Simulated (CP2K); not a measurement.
Consider urea monohydrate at its PBE geometry (Å).

```xyz
11

N     0.3931    1.1327    1.6774
C     0.1159    0.4897    0.4835
N     0.6626   -0.7636    0.3405
O    -0.5917    1.0275   -0.3876
O    -0.9448   -1.1069   -2.0698
H     1.2402    0.8888    2.1817
H     0.1669    2.1219    1.6703
H     0.8981   -1.2862    1.1769
H     0.3033   -1.3044   -0.4472
H    -0.9643   -0.2062   -1.6540
H    -1.2793   -0.9933   -2.9717
```

Method: CP2K XAS_TDP, all-electron GAPW, PBEh(45%), aug-cc-pVDZ, TDA, GW2X-corrected core level, no relativity.

Predict the bright core excitations at the N K edge.

Leading lines: N1 404.50 eV and N3 403.79 eV. The leading line of an atom is its first one with 35 % of the strongest within 2.5 eV of its lowest line over the strength cut. Core ionisation energies at this level: N1 406.93 and N3 406.64 eV.

The first six lines of each atom with a strength over 0.0015:

| atom | energy (eV) | states | strength, one atom | above the computed threshold |
| --- | --- | --- | --- | --- |
| N1 (bonded to C and 2 H) | 403.89 | 1 | 0.0086 |  |
|  | 404.50 | 1 | 0.0130 |  |
|  | 404.93 | 1 | 0.0250 |  |
|  | 405.83 | 1 | 0.0060 |  |
|  | 406.38 | 1 | 0.0059 |  |
|  | 406.60 | 1 | 0.0054 |  |
| N3 (bonded to C and 2 H, gives 1 H bond) | 403.79 | 1 | 0.0107 |  |
|  | 404.12 | 1 | 0.0141 |  |
|  | 405.39 | 1 | 0.0088 |  |
|  | 405.41 | 1 | 0.0102 |  |
|  | 406.12 | 1 | 0.0066 |  |
|  | 406.59 | 1 | 0.0062 |  |

Lines are vertical, at one geometry, with no vibrational structure. GW2X ionisation energies and lines can be off by 1 to 2 eV either way, and a good line position may hide errors that cancel. These values hold no scalar relativity, about 0.2 eV for N 1s. Rydberg lines, and the discretised continuum above threshold, depend on the basis and the box. This is one low-energy arrangement of the cluster, relaxed without a dispersion correction; others exist.

[Banner, clock and machine lines of the logs are left out without a mark of their own.]

[Logs are printed without paths, hosts, clocks, repeated set-up lines and the standing remarks that a program may print on its own settings, such as how far it seeks lower states.]

[Hosts, paths, dates, database ids (printed as entryN), source tags and the programs' standing remarks are cut or masked in the printed files.]
